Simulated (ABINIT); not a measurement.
## Quasiparticle gap of TaAgO3 (Pm-3m) in ABINIT

Aim: the G0W0 gap of TaAgO3 (Pm-3m) on PBEsol, step by step.

Program: ABINIT 10.8.3. Level of theory: PBEsol and many-body steps on it, plane waves. Results are calculated unless marked as measured.

Report form: the programs' logs are mostly left out.

### 1. The starting structure

The structure is cubic, space group Pm-3m (No. 221). The conventional cell has a = 3.999 Å, b = 3.999 Å, c = 3.999 Å, α = 90.00°, β = 90.00°, γ = 90.00°. Nearest to Ta lie 6 O at 2.00 Å. Nearest to Ag lie 12 O at 2.83 Å. O has 2 Ta at 2.00 Å nearest. Farther neighbours and most contacts between anions are not listed.

Structure file:

```cif
data_structure
_symmetry_space_group_name_H-M 'Pm-3m'
_symmetry_Int_Tables_number 221
_cell_length_a 3.9994
_cell_length_b 3.9994
_cell_length_c 3.9994
_cell_angle_alpha 90.000
_cell_angle_beta 90.000
_cell_angle_gamma 90.000
_cell_volume 63.97
loop_
_atom_site_label
_atom_site_type_symbol
_atom_site_symmetry_multiplicity
_atom_site_Wyckoff_symbol
_atom_site_fract_x
_atom_site_fract_y
_atom_site_fract_z
_atom_site_occupancy
Ta1 Ta 1 a 0.00000 0.00000 0.00000 1
Ag1 Ag 1 b 0.50000 0.50000 0.50000 1
O1 O 3 d 0.00000 0.00000 0.50000 1
```

The cell and positions are those that the Materials Project relaxed with its own functionals (PBE, PBE+U or r2SCAN), kept fixed. Spin-orbit coupling is left out unless a step names it.

### 2. Ground state

This step: ABINIT 10.8.3; DFT, PBEsol, plane waves, norm-conserving pseudopotentials.

The ground-state density comes first.

Input file run.abi:

```
acell 3*1.0 Angstrom
rprim 
  3.999370000000 0.000000000000 0.000000000000
  0.000000000000 3.999370000000 0.000000000000
  0.000000000000 0.000000000000 3.999370000000
ntypat 3
znucl 73 47 8
natom 5
typat 1 2 3 3 3
xred 
  0.000000000000 0.000000000000 0.000000000000
  0.500000000000 0.500000000000 0.500000000000
  0.000000000000 0.000000000000 0.500000000000
  0.000000000000 0.500000000000 0.000000000000
  0.500000000000 0.000000000000 0.000000000000
pp_dirpath "pseudos"
pseudos "Ta.upf, Ag.upf, O.upf"
ecut 37
ngkpt 6 6 6
nshiftk 1
shiftk 0 0 0
kptopt 1
chksymbreak 0
nband 31
occopt 1
tolvrs 1e-10
nstep 60
prtwf 0
optforces 0
optstress 0
indata_prefix "in"
outdata_prefix "out"
tmpdata_prefix "tmp"
```

The run is started by

```sh
OMP_NUM_THREADS=1 mpirun -n 4 abinit run.abi > log
```

Wall time 37 s (4 MPI ranks of Arm Neoverse V2, shared host); peak memory 0.35 GiB; 2.5 min of CPU time.

This step gave:

| Quantity | Value |
| --- | --- |
| total energy | -7334.9752 eV |
| gap | 1.588 eV |
| k of the valence top | 0.5, 0.5, 0 |
| k of the conduction bottom | 0, 0, 0 |
| least direct gap | 2.171 eV |

The gap is indirect, with the least direct gap 0.58 eV higher.

### 3. Bands along the symmetry lines

Levels along a band path, at the cheap level, show where the edges lie and whether the meshes to come will hold them.

Input file run.abi:

```
acell 3*1.0 Angstrom
rprim 
  3.999370000000 0.000000000000 0.000000000000
  0.000000000000 3.999370000000 0.000000000000
  0.000000000000 0.000000000000 3.999370000000
ntypat 3
znucl 73 47 8
natom 5
typat 1 2 3 3 3
xred 
  0.000000000000 0.000000000000 0.000000000000
  0.500000000000 0.500000000000 0.500000000000
  0.000000000000 0.000000000000 0.500000000000
  0.000000000000 0.500000000000 0.000000000000
  0.500000000000 0.000000000000 0.000000000000
pp_dirpath "pseudos"
pseudos "Ta.upf, Ag.upf, O.upf"
ecut 37
iscf -2
irdden 1
kptopt 0
nkpt 50
kpt 
  0.00000000 0.00000000 0.00000000
  0.00000000 0.06250000 0.00000000
  0.00000000 0.12500000 0.00000000
  0.00000000 0.18750000 0.00000000
  0.00000000 0.25000000 0.00000000
  0.00000000 0.31250000 0.00000000
  0.00000000 0.37500000 0.00000000
  0.00000000 0.43750000 0.00000000
  0.00000000 0.50000000 0.00000000
  0.06250000 0.50000000 0.00000000
  0.12500000 0.50000000 0.00000000
  0.18750000 0.50000000 0.00000000
  0.25000000 0.50000000 0.00000000
  0.31250000 0.50000000 0.00000000
  0.37500000 0.50000000 0.00000000
  0.43750000 0.50000000 0.00000000
  0.50000000 0.50000000 0.00000000
  0.43750000 0.43750000 0.00000000
  0.37500000 0.37500000 0.00000000
  0.31250000 0.31250000 0.00000000
  0.25000000 0.25000000 0.00000000
  0.18750000 0.18750000 0.00000000
  0.12500000 0.12500000 0.00000000
  0.06250000 0.06250000 0.00000000
  0.00000000 0.00000000 0.00000000
  0.06250000 0.06250000 0.06250000
  0.12500000 0.12500000 0.12500000
  0.18750000 0.18750000 0.18750000
  0.25000000 0.25000000 0.25000000
  0.31250000 0.31250000 0.31250000
  0.37500000 0.37500000 0.37500000
  0.43750000 0.43750000 0.43750000
  0.50000000 0.50000000 0.50000000
  0.43750000 0.50000000 0.43750000
  0.37500000 0.50000000 0.37500000
  0.31250000 0.50000000 0.31250000
  0.25000000 0.50000000 0.25000000
  0.18750000 0.50000000 0.18750000
  0.12500000 0.50000000 0.12500000
  0.06250000 0.50000000 0.06250000
  0.00000000 0.50000000 0.00000000
  0.50000000 0.50000000 0.50000000
  0.50000000 0.50000000 0.43750000
  0.50000000 0.50000000 0.37500000
  0.50000000 0.50000000 0.31250000
  0.50000000 0.50000000 0.25000000
  0.50000000 0.50000000 0.18750000
  0.50000000 0.50000000 0.12500000
  0.50000000 0.50000000 0.06250000
  0.50000000 0.50000000 0.00000000
istwfk *1
nband 32
nbdbuf 2
tolwfr 1e-08
nstep 40
prtwf 0
prtvol 0
indata_prefix "in"
outdata_prefix "out"
tmpdata_prefix "tmp"
```

The job ended after 42 s (4 MPI ranks; peak memory 0.38 GiB; 2.8 min of CPU time).

Numbers from this step:

| Quantity | Value |
| --- | --- |
| gap | 1.588 eV |
| k of the valence top | 0.5, 0.5, 0 |
| k of the conduction bottom | 0, 0, 0 |
| least direct gap | 2.171 eV |

The gap is 1.588 eV, as in the run before at this level.

Electronic bands along the path, in eV, zero at the top of the highest filled band:

```tsv
point	band 22	band 23	band 24	band 25	band 26	band 27	band 28	band 29
Γ	-1.37	-1.12	-1.12	-1.12	1.59	2.16	2.16	2.16
halfway	-1.43	-0.59	-0.58	-0.58	2.08	2.88	3.45	3.45
X	-1.36	-0.24	-0.17	-0.17	2.00	4.63	4.63	4.83
halfway	-0.97	-0.75	-0.45	-0.28	3.42	4.66	4.71	5.41
M	-1.26	-0.56	-0.56	0.00	4.69	4.69	5.13	6.10
halfway	-1.07	-0.70	-0.63	-0.54	3.38	3.44	3.49	4.54
Γ	-1.37	-1.12	-1.12	-1.12	1.59	2.16	2.16	2.16
halfway	-1.21	-0.88	-0.21	-0.21	3.41	4.33	4.33	4.75
R	-1.26	-0.33	-0.33	-0.33	3.32	6.04	6.04	6.04
halfway	-1.07	-0.41	-0.34	-0.25	4.15	4.46	5.20	5.32
X	-1.36	-0.24	-0.17	-0.17	2.00	4.63	4.63	4.83
jump to R	-1.26	-0.33	-0.33	-0.33	3.32	6.04	6.04	6.04
halfway	-1.25	-0.36	-0.36	-0.15	4.13	5.20	5.20	6.07
M	-1.26	-0.56	-0.56	0.00	4.69	4.69	5.13	6.10
```

### 4. Empty states on the mesh, 2×2×2 mesh, 73 bands

The sums over transitions need many empty states on a uniform mesh; this step solves for them.

Input file run.abi:

```
acell 3*1.0 Angstrom
rprim 
  3.999370000000 0.000000000000 0.000000000000
  0.000000000000 3.999370000000 0.000000000000
  0.000000000000 0.000000000000 3.999370000000
ntypat 3
znucl 73 47 8
natom 5
typat 1 2 3 3 3
xred 
  0.000000000000 0.000000000000 0.000000000000
  0.500000000000 0.500000000000 0.500000000000
  0.000000000000 0.000000000000 0.500000000000
  0.000000000000 0.500000000000 0.000000000000
  0.500000000000 0.000000000000 0.000000000000
pp_dirpath "pseudos"
pseudos "Ta.upf, Ag.upf, O.upf"
ecut 37
ngkpt 2 2 2
nshiftk 1
shiftk 0 0 0
kptopt 1
chksymbreak 0
iscf -2
irdden 1
istwfk *1
nband 73
nbdbuf 6
tolwfr 1e-09
nstep 60
prtvol 0
indata_prefix "in"
outdata_prefix "out"
tmpdata_prefix "tmp"
```

Run time: 9.9 s. Hardware: 4 MPI ranks; peak memory 0.29 GiB; 39 s of CPU time.

Numbers from this step:

- gap: 1.588 eV
- k of the valence top: 0.5, 0.5, 0
- k of the conduction bottom: 0, 0, 0
- least direct gap: 2.171 eV
- k points computed: 4
- lowest point of the top converged band, above the valence top: 37.15 eV

On this mesh the gap is 1.588 eV.

### 5. Screening, 2×2×2 mesh, 67 bands, screening to 106.1 eV

The RPA dielectric matrix is built and inverted for each q.

This step: RPA screening on PBEsol, plane waves, norm-conserving pseudopotentials.

run.abi, as its differences from that of step 4:

```diff
@@ -23,10 +23,11 @@
 chksymbreak 0
-iscf -2
-irdden 1
 istwfk *1
-nband 73
-nbdbuf 6
-tolwfr 1e-09
-nstep 60
-prtvol 0
+occopt 1
+irdwfk 1
+optdriver 3
+nband 67
+ecuteps 3.9
+inclvkb 2
+awtr 1
+symchi 1
 indata_prefix "in"
```

Elapsed: 7.4 s, on 4 MPI ranks; peak memory 0.62 GiB.

This step gave:

```
ε∞ with local fields, on this mesh, along the program's q direction : 11.45
the same without local fields                                       : 11.98
plasma frequency                                                    : 32.83 eV
plane waves in the screening matrix                                 : 171
```

Local fields lower ε∞ by 4 %. On a Γ-centred mesh this coarse the value itself is usually too large, while a short band sum pulls it down.

### 6. Self-energy, 2×2×2 mesh, 67 bands, screening to 106.1 eV

The self-energy is evaluated for the states that the input lists, and the levels follow from it, in one-shot runs by the linearised quasiparticle equation.

This step: G0W0 on PBEsol, plane waves, norm-conserving pseudopotentials.

run.abi, as its differences from that of step 5:

```diff
@@ -26,8 +26,19 @@
 irdwfk 1
-optdriver 3
+optdriver 4
 nband 67
+gwcalctyp 0
+ecutsigx 37
+symsigma 1
+nkptgw 3
+kptgw 
+  0.5000000000 0.5000000000 0.0000000000
+  0.0000000000 0.0000000000 0.0000000000
+  0.5000000000 0.0000000000 0.0000000000
+bdgw 
+  23 27
+  23 29
+  24 28
 ecuteps 3.9
-inclvkb 2
-awtr 1
-symchi 1
+irdscr 1
+ppmodel 1
 indata_prefix "in"
```

The job ended after 5.5 s (4 MPI ranks; peak memory 0.7 GiB; 22 s of CPU time).

Numbers from this step:

```
G0W0 gap on the points computed              : 2.272 eV
starting gap on the mesh                     : 1.588 eV
k of the valence top                         : 0.5, 0.5, 0
k of the conduction bottom                   : 0, 0, 0
Z at the valence top                         : 0.776
Z at the conduction bottom                   : 0.835
least direct G0W0 gap on the computed points : 3.42 eV
```

The gap on the mesh goes from 1.59 eV to 2.27 eV, a correction of +0.68 eV.

Limits: finite bands, cutoff and mesh; d shell near the gap, gap tends to lie low; no spin-orbit coupling; coarse k mesh. v1 is the top filled band, c1 the lowest empty one. Levels before and after the correction, in eV, zero at the valence-band top of each column:

```tsv
	conduction bottom	valence top
Kohn-Sham	1.59	0.00
G0W0	2.27	0.00
```

```tsv
	level	energy (eV)
Kohn-Sham	(0.5 0.5 0) v3-v2	-0.556
Kohn-Sham	(0.5 0.5 0) v1	0.000
Kohn-Sham	(0.5 0.5 0) c1-c2	4.692
Kohn-Sham	Γ v3-v1	-1.121
Kohn-Sham	Γ c1	1.588
Kohn-Sham	Γ c2-c4	2.157
G0W0	(0.5 0.5 0) v3-v2	-1.103
G0W0	(0.5 0.5 0) v1	0.000
G0W0	(0.5 0.5 0) c1-c2	6.276
G0W0	Γ v3-v1	-1.148
G0W0	Γ c1	2.272
G0W0	Γ c2-c4	3.456
```

### 7. Where the time went

Times are wall times on 4 MPI ranks of Arm Neoverse V2, shared host, good to a factor of about two.

```tsv
step	time	share	memory (GiB)
ground state	37 s	36 %	0.35
bands along the symmetry lines	42 s	41 %	0.38
empty states on the mesh	9.9 s	10 %	0.29
screening	7.4 s	7 %	0.62
self-energy	5.5 s	5 %	0.7
```

### 8. Results

| Quantity | Value |
| --- | --- |
| PBEsol gap | 1.59 eV, indirect |
| G0W0 gap on the mesh | 2.27 eV |
| GW settings | 2×2×2 mesh, 67 bands, screening to 106.1 eV, Godby-Needs plasmon pole |
| known limits | not at the basis limit; d shell near the gap, gap tends to lie low; no spin-orbit coupling; coarse k mesh |

**Reading.** G0W0 moves the gap on the mesh from 1.59 eV to 2.27 eV (+0.68 eV), with Z of 0.78 and 0.83 at the edges. Local fields lower the RPA ε∞ on this mesh from 11.98 to 11.45; a Γ-centred mesh this coarse tends to raise both, most where the direct gap is narrow, while a short band sum lowers them. Only 3 of the mesh's irreducible points were corrected, so a valley elsewhere could overtake. Bands and cutoff are finite, so the gap is not at the basis limit. The miss can reach some tenths of an eV and take either sign; the mesh is an error of its own. In the G0W0 run levels were corrected at 3 k points alone, so a gap called «on the mesh» is the least over those, and an edge elsewhere would be missed. The 2×2×2 mesh is coarse for this cell, which bears on the long-range parts of exchange and screening. This is the ideal cubic cell; many perovskites, halides above all, are cubic only on average, and local tilts or off-centring can widen the gap. A d shell, filled or nearly so, lies near the gap. One-shot GW converges very slowly in bands there, not always from below, and on a semilocal start the gap tends to come out low; starts rich in exact exchange can overshoot instead. The many-body steps are scalar-relativistic: spin-orbit coupling is not in them.

[Paths, hosts, dates, memory and timing lines, banners, echoed tables and standing remarks are left out of the program output.]

[Logs are printed without paths, hosts, clocks, repeated set-up lines and the standing remarks that a program may print on its own settings, such as how far it seeks lower states.]

[Runs of the session that timed out or met a known fault of the program may be left out.]

[Hosts, paths, dates, database ids (printed as entryN), source tags and the programs' standing remarks are cut or masked in the printed files.]

[G0W0 gaps are taken among the corrected bands and points alone; a level outside them can change the order at an edge.]

[Where Ansatz stands beside ABINIT at settings called matched, ABINIT's density can come from a denser mesh and the files from another edition; pairs whose starting gaps differed by over 0.03 eV were left out, so agreement reads better than it is.]
